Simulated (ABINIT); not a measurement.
# Nb (Im-3m): from the cell to the phonon bands, part 3 of 3

How does Nb (Im-3m) vibrate, and is this structure a minimum?

ABINIT 10.8.3; DFT PBEsol, scalar-relativistic, plane waves, PseudoDojo norm-conserving pseudopotentials.

So far. Step 3 (Relaxation): The volume changes by -4.8 % in this run and stands -4.8 % from the first cell. Step 4 (Ground state): The cell stands at -0.59 GPa: the relaxation ran with a smoothed and higher cutoff, and the difference is a stress of the finite basis. The relaxed cell has a = 3.273 Å (conventional setting).

The database entry behind the starting cell differs from later determinations by our own check (about 0.8 % long, hydrogen-cycled sample), so it need not match the best structure at ambient conditions.

### Step 7. Dispersion

anaddb transforms the dynamical matrices to force constants and back along the path; points of the mesh come back as solved, but for the sum rule and, in polar crystals, the LO-TO term at Γ; the rest is interpolation.

File anaddb.abi:

```
ddb_filepath "all_DDB"
output_file "anaddb.abo"
outdata_prefix "anaddb"
ifcflag 1
ngqpt 4 4 4
nqshft 1
q1shft 0.0 0.0 0.0
asr 1
chneut 0
dipdip 0
dipquad 0
quadquad 0
enunit 0
eivec 0
nph1l 62
qph1l 
    0.0 0.0 0.0 1.0
    0.05 -0.05 0.05 1.0
    0.1 -0.1 0.1 1.0
    0.15 -0.15 0.15 1.0
    0.2 -0.2 0.2 1.0
    0.25 -0.25 0.25 1.0
    0.3 -0.3 0.3 1.0
    0.35 -0.35 0.35 1.0
    0.4 -0.4 0.4 1.0
    0.45 -0.45 0.45 1.0
    0.5 -0.5 0.5 1.0
    0.45 -0.45 0.5 1.0
    0.4 -0.4 0.5 1.0
    0.35 -0.35 0.5 1.0
    0.3 -0.3 0.5 1.0
    0.25 -0.25 0.5 1.0
    0.2 -0.2 0.5 1.0
    0.15 -0.15 0.5 1.0
    0.1 -0.1 0.5 1.0
    0.05 -0.05 0.5 1.0
    0.0 0.0 0.5 1.0
    0.0 0.0 0.45 1.0
    0.0 0.0 0.4 1.0
    0.0 0.0 0.35 1.0
    0.0 0.0 0.3 1.0
    0.0 0.0 0.25 1.0
    0.0 0.0 0.2 1.0
    0.0 0.0 0.15 1.0
    0.0 0.0 0.1 1.0
    0.0 0.0 0.05 1.0
    0.0 0.0 0.0 1.0
    0.025 0.025 0.025 1.0
    0.05 0.05 0.05 1.0
    0.075 0.075 0.075 1.0
    0.1 0.1 0.1 1.0
    0.125 0.125 0.125 1.0
    0.15 0.15 0.15 1.0
    0.175 0.175 0.175 1.0
    0.2 0.2 0.2 1.0
    0.225 0.225 0.225 1.0
    0.25 0.25 0.25 1.0
    0.275 0.175 0.275 1.0
    0.3 0.1 0.3 1.0
    0.325 0.025 0.325 1.0
    0.35 -0.05 0.35 1.0
    0.375 -0.125 0.375 1.0
    0.4 -0.2 0.4 1.0
    0.425 -0.275 0.425 1.0
    0.45 -0.35 0.45 1.0
    0.475 -0.425 0.475 1.0
    0.5 -0.5 0.5 1.0
    0.25 0.25 0.25 1.0
    0.225 0.225 0.275 1.0
    0.2 0.2 0.3 1.0
    0.175 0.175 0.325 1.0
    0.15 0.15 0.35 1.0
    0.125 0.125 0.375 1.0
    0.1 0.1 0.4 1.0
    0.075 0.075 0.425 1.0
    0.05 0.05 0.45 1.0
    0.025 0.025 0.475 1.0
    0.0 0.0 0.5 1.0
```

File mrgddb.in:

```
all_DDB
merged
8
dfpt_gammao_DDB
dfpt_qo_DS1_DDB
dfpt_qo_DS2_DDB
dfpt_qo_DS3_DDB
dfpt_qo_DS4_DDB
dfpt_qo_DS5_DDB
dfpt_qo_DS6_DDB
dfpt_qo_DS7_DDB
```

Run with:

```console
$ mrgddb < mrgddb.in > mrgddb.log
$ OMP_NUM_THREADS=1 anaddb anaddb.abi > anaddb.log
```

anaddb.abo, the main output file:

```text
[banners, grids, parts of the stress and lines that vanish by symmetry left out]
-outvars_anaddb: echo values of input variables ----------------------

 Flags :
[...]
Phonon wavevector (reduced coordinates) :  0.00000  0.00000  0.00000
 Phonon energies in Hartree :
[...]
Phonon frequencies in cm-1    :
-  0.000000E+00  0.000000E+00  0.000000E+00
[...]
Phonon wavevector (reduced coordinates) :  0.05000 -0.05000  0.05000
 Phonon energies in Hartree :
[...]
Phonon frequencies in cm-1    :
- -1.894421E+01 -1.894421E+01  6.104060E+01
[...]
Phonon wavevector (reduced coordinates) :  0.10000 -0.10000  0.10000
 Phonon energies in Hartree :
[...]
Phonon frequencies in cm-1    :
- -2.834433E+01 -2.834433E+01  1.185276E+02
[...]
Phonon wavevector (reduced coordinates) :  0.15000 -0.15000  0.15000
 Phonon energies in Hartree :
[...]
Phonon frequencies in cm-1    :
-  1.770738E+01  1.770738E+01  1.662347E+02
  Phonon wavevector (reduced coordinates) :  0.20000 -0.20000  0.20000
 Phonon energies in Hartree :
[...]
Phonon frequencies in cm-1    :
-  6.939140E+01  6.939140E+01  1.966651E+02
  Phonon wavevector (reduced coordinates) :  0.25000 -0.25000  0.25000
 Phonon energies in Hartree :
[...]
Phonon frequencies in cm-1    :
-  1.158383E+02  1.158383E+02  2.062051E+02
  Phonon wavevector (reduced coordinates) :  0.30000 -0.30000  0.30000
 Phonon energies in Hartree :
[...]
Phonon frequencies in cm-1    :
-  1.576626E+02  1.576626E+02  2.006319E+02
  Phonon wavevector (reduced coordinates) :  0.35000 -0.35000  0.35000
 Phonon energies in Hartree :
[...]
Phonon frequencies in cm-1    :
-  1.906673E+02  1.906673E+02  1.955958E+02
  Phonon wavevector (reduced coordinates) :  0.40000 -0.40000  0.40000
 Phonon energies in Hartree :
[...]
Phonon frequencies in cm-1    :
-  2.040718E+02  2.127426E+02  2.127426E+02
  Phonon wavevector (reduced coordinates) :  0.45000 -0.45000  0.45000
 Phonon energies in Hartree :
[...]
Phonon frequencies in cm-1    :
-  2.202425E+02  2.245484E+02  2.245484E+02
  Phonon wavevector (reduced coordinates) :  0.50000 -0.50000  0.50000
 Phonon energies in Hartree :
[...]
Phonon frequencies in cm-1    :
-  2.281250E+02  2.281250E+02  2.281250E+02
  Phonon wavevector (reduced coordinates) :  0.45000 -0.45000  0.50000
 Phonon energies in Hartree :
[...]
Phonon frequencies in cm-1    :
-  2.235815E+02  2.264138E+02  2.267318E+02
  Phonon wavevector (reduced coordinates) :  0.40000 -0.40000  0.50000
 Phonon energies in Hartree :
[...]
Phonon frequencies in cm-1    :
-  2.106867E+02  2.215620E+02  2.227897E+02
  Phonon wavevector (reduced coordinates) :  0.35000 -0.35000  0.50000
 Phonon energies in Hartree :
[...]
Phonon frequencies in cm-1    :
-  1.916618E+02  2.143492E+02  2.169923E+02
[...]
Phonon wavevector (reduced coordinates) :  0.17500  0.17500  0.32500
 Phonon energies in Hartree :
[...]
Phonon frequencies in cm-1    :
-  1.555624E+02  1.711378E+02  1.975403E+02
  Phonon wavevector (reduced coordinates) :  0.15000  0.15000  0.35000
 Phonon energies in Hartree :
[...]
Phonon frequencies in cm-1    :
-  1.502124E+02  1.677745E+02  2.001855E+02
  Phonon wavevector (reduced coordinates) :  0.12500  0.12500  0.37500
 Phonon energies in Hartree :
[...]
Phonon frequencies in cm-1    :
-  1.469838E+02  1.660942E+02  2.010683E+02
  Phonon wavevector (reduced coordinates) :  0.10000  0.10000  0.40000
 Phonon energies in Hartree :
[...]
Phonon frequencies in cm-1    :
-  1.457704E+02  1.666283E+02  2.005553E+02
  Phonon wavevector (reduced coordinates) :  0.07500  0.07500  0.42500
 Phonon energies in Hartree :
[...]
Phonon frequencies in cm-1    :
-  1.460374E+02  1.689943E+02  1.991883E+02
  Phonon wavevector (reduced coordinates) :  0.05000  0.05000  0.45000
 Phonon energies in Hartree :
[...]
Phonon frequencies in cm-1    :
-  1.470180E+02  1.720963E+02  1.975911E+02
  Phonon wavevector (reduced coordinates) :  0.02500  0.02500  0.47500
 Phonon energies in Hartree :
[...]
Phonon frequencies in cm-1    :
-  1.479621E+02  1.746311E+02  1.963499E+02
  Phonon wavevector (reduced coordinates) :  0.00000  0.00000  0.50000
 Phonon energies in Hartree :
[...]
Phonon frequencies in cm-1    :
-  1.483399E+02  1.755991E+02  1.958851E+02
-
```

It took 0.73 s on 1 thread of Intel Xeon 6975P-C (Granite Rapids), shared host.

Read from the output:

```yaml
lowest_frequency_on_the_path: -28.34 cm⁻¹
```

Anaddb. Phonon branches along the path, in cm⁻¹:

| point | branch 1 | branch 2 | branch 3 |
| --- | --- | --- | --- |
| Γ | 0 | 0 | 0 |
| halfway | 116 | 116 | 206 |
| H | 228 | 228 | 228 |
| halfway | 151 | 197 | 204 |
| N | 148 | 176 | 196 |
| halfway | 76 | 100 | 146 |
| Γ | 0 | 0 | 0 |
| halfway | 90 | 90 | 184 |
| P | 179 | 179 | 179 |
| halfway | 140 | 191 | 191 |
| H | 228 | 228 | 228 |
| jump to P | 179 | 179 | 179 |
| halfway | 147 | 166 | 201 |
| N | 148 | 176 | 196 |

The phonon branches as a text plot (rows in cm⁻¹):

```
    223 |          ****                                 ***
    212 |         *   ***                    **        *
    201 |    **** *     ***                 *         * *   *****
    191 |        *     *  ******               *    **     *
    180 |                  ***  *          *    ****   *   *
    169 |   *           *     *                *           ******
    159 |       *              *          *      *    *     *
    148 |                *  ***  *            *   *          ****
    137 |                 **   **                  ***
    127 |                       * *          *
    116 |  *  **                         *
    105 |                        *          *
     95 |                          *       *
     84 |                         *
     73 |    *                   *      * *
     63 | *                        **
     52 |                                *
     41 |                         * *  **
     30 |                            *
     20 |   *                        * *
      9 |
     -2 |*                         *  *
    -12 |                            *
    -23 | **                        *
         Γ           H       N        Γ         P        H|P    N
```

The path dips to 28i cm⁻¹ between the solved wavevectors, whose modes are all real, so the dip may come from the interpolation.

### Step 8. Density of states

Sums over the zone need many more wavevectors than were solved, so the interpolation is sampled on a dense mesh.

File anaddb.abi:

```
ddb_filepath "all_DDB"
output_file "anaddb.abo"
outdata_prefix "anaddb"
ifcflag 1
ngqpt 4 4 4
nqshft 1
q1shft 0.0 0.0 0.0
asr 1
chneut 0
dipdip 0
dipquad 0
quadquad 0
prtdos 2
ng2qpt 19 19 19
dosdeltae 4.5563e-06
ntemper 11
temperinc 100.0
tempermin 0.0
```

Run with:

```console
$ OMP_NUM_THREADS=1 anaddb anaddb.abi > anaddb.log
```

anaddb.abo, the main output file:

```text
[banners, grids, parts of the stress and lines that vanish by symmetry left out]
-outvars_anaddb: echo values of input variables ----------------------

 Flags :
     ifcflag         1
 Miscellaneous information :
         asr         1
      chneut         0
 Interatomic Force Constants Inputs :
      dipdip         0
     dipquad         0
    quadquad         0
      ifcana         0
      ifcout         0
 Description of grid 1 :
        brav         1
       ngqpt         4         4         4
      nqshft         1
      q1shft
                     0.00000000E+00  0.00000000E+00  0.00000000E+00
 Phonon DOS information :
   dosdeltae  4.55630000E-06
    dossmear  4.55633525E-06
 Description of grid 2 (Fourier interp. or BZ sampling):
      ng2qpt        19        19        19
      ngrids         4
      q2shft         0.00000000E+00  0.00000000E+00  0.00000000E+00

================================================================================

 read the DDB information and perform some checks

  ==== Info on the Cryst% object ====
 Real(R)+Recip(G) space primitive vectors, cartesian coordinates (Bohr,Bohr^-1):
 R(1)= -3.0927432  3.0927432  3.0927432  G(1)=  0.0000000  0.1616688  0.1616688
 R(2)=  3.0927432 -3.0927432  3.0927432  G(2)=  0.1616688  0.0000000  0.1616688
 R(3)=  3.0927432  3.0927432 -3.0927432  G(3)=  0.1616688  0.1616688  0.0000000
 Unit cell volume ucvol=  1.1832910E+02 bohr^3
 Angles (23,13,12)=  1.09471221E+02  1.09471221E+02  1.09471221E+02 degrees
 Time-reversal symmetry is present
 Reduced atomic positions [iatom, xred, symbol]:
    1)    0.0000000  0.0000000  0.0000000  Nb

 DDB file with 8 blocks has been read.

================================================================================

 Calculation of the interatomic forces

       Homogeneous q point set in the B.Z.
 Grid q points  :       64
  1)   0.00000000E+00  0.00000000E+00  0.00000000E+00
  2)   2.50000000E-01  0.00000000E+00  0.00000000E+00
  3)   5.00000000E-01  0.00000000E+00  0.00000000E+00
  4)  -2.50000000E-01  0.00000000E+00  0.00000000E+00
  5)   0.00000000E+00  2.50000000E-01  0.00000000E+00
  6)   2.50000000E-01  2.50000000E-01  0.00000000E+00
  7)   5.00000000E-01  2.50000000E-01  0.00000000E+00
  8)  -2.50000000E-01  2.50000000E-01  0.00000000E+00
  9)   0.00000000E+00  5.00000000E-01  0.00000000E+00
 10)   2.50000000E-01  5.00000000E-01  0.00000000E+00
 11)   5.00000000E-01  5.00000000E-01  0.00000000E+00
 12)  -2.50000000E-01  5.00000000E-01  0.00000000E+00
 13)   0.00000000E+00 -2.50000000E-01  0.00000000E+00
 14)   2.50000000E-01 -2.50000000E-01  0.00000000E+00
[...]
58)   2.50000000E-01  5.00000000E-01 -2.50000000E-01
 59)   5.00000000E-01  5.00000000E-01 -2.50000000E-01
 60)  -2.50000000E-01  5.00000000E-01 -2.50000000E-01
 61)   0.00000000E+00 -2.50000000E-01 -2.50000000E-01
 62)   2.50000000E-01 -2.50000000E-01 -2.50000000E-01
 63)   5.00000000E-01 -2.50000000E-01 -2.50000000E-01
 64)  -2.50000000E-01 -2.50000000E-01 -2.50000000E-01

 The interatomic forces have been obtained

================================================================================

 Calculation of phonon density of states

 Average speed of sound partial sums:     0.1198625364E-02 (at units)
-                                   =           2.6222 [km/s]

 Debye frequency from partial sums:     0.9516339753E-03 (Ha)
-                                 =     0.6261450766E+01 (THz)
-Debye temperature from partial sums:     0.3005022422E+03 (K)

 Average speed of sound:     0.1089493013E-03 (at units)
-                      =           0.2383 [km/s]

 Debye frequency from DOS:     0.8649896772E-04 (Ha)
-                        =     0.5691358670E+00 (THz)
-Debye temperature from DOS:     0.2731421368E+02 (K)

-
```

The job ended after 0.86 s (1 thread).

Read from the output:

```
share of modes beyond 3i cm⁻¹ on the dense interpolated mesh : 0.0049
```

The phonon density of states has structure finer than the step of the table below, so its rows give means over 10 cm⁻¹, whole bins alone (the curve runs from -30 to 258 cm⁻¹). Peaks (cm⁻¹: height): 138.0: 0.0640, 203.0: 0.0811.

Tetrahedra. Table of phonon density of states by wavenumber; means over each step:

wavenumber (cm⁻¹), phonon density of states (1/cm⁻¹/cell) and a bar:
```
      -20     0.0005 
      -10     0.0008 
        0     0.0009 
       10     0.0011 #
       20     0.0015 #
       30     0.0018 #
       40     0.0025 #
       50     0.0032 ##
       60     0.0040 ##
       70     0.0049 ##
       80     0.0059 ###
       90     0.0071 ###
      100     0.0086 ####
      110     0.0106 #####
      120     0.0136 #######
      130     0.0201 ##########
      140     0.0399 ###################
      150     0.0203 ##########
      160     0.0183 #########
      170     0.0215 ##########
      180     0.0152 #######
      190     0.0175 ########
      200     0.0618 ##############################
      210     0.0144 #######
      220     0.0037 ##
      230     0.0003 
      240     0.0000
```

### Step 9. Outcome

```yaml
space_group_after_relaxation: Im-3m
volume_per_atom: 17.5 Å³
q_mesh: 4×4×4
lowest_mode_on_the_q_mesh_acoustic_ones_at_the_zone_centre_apart: 76.3 cm⁻¹
imaginary_modes_on_the_q_mesh: none
```

Nb (Im-3m) is dynamically stable on the 4×4×4 mesh; its spectrum reaches 228 cm⁻¹. The base run prints -0.59 GPa, mostly the error of a finite basis; the relaxation, with a smoothed and higher cutoff, had brought the cell to rest. The imaginary part of the path lies between the solved wavevectors, so it may come from the interpolation. These are harmonic frequencies at zero temperature: anharmonic shifts and linewidths and thermal expansion are left out. In a metal the frequencies hang on the k mesh and the smearing, most of all near Kohn anomalies. Electron-phonon sums were run after this but are not shown: the interpolated spectrum has imaginary branches.

[Host names and launcher messages were left out of these logs when they were recorded.]

[Logs are printed without paths, hosts, clocks, repeated set-up lines and the standing remarks that a program may print on its own settings, such as how far it seeks lower states.]

[Hosts, paths, dates, database ids (printed as entryN), source tags and the programs' standing remarks are cut or masked in the printed files.]
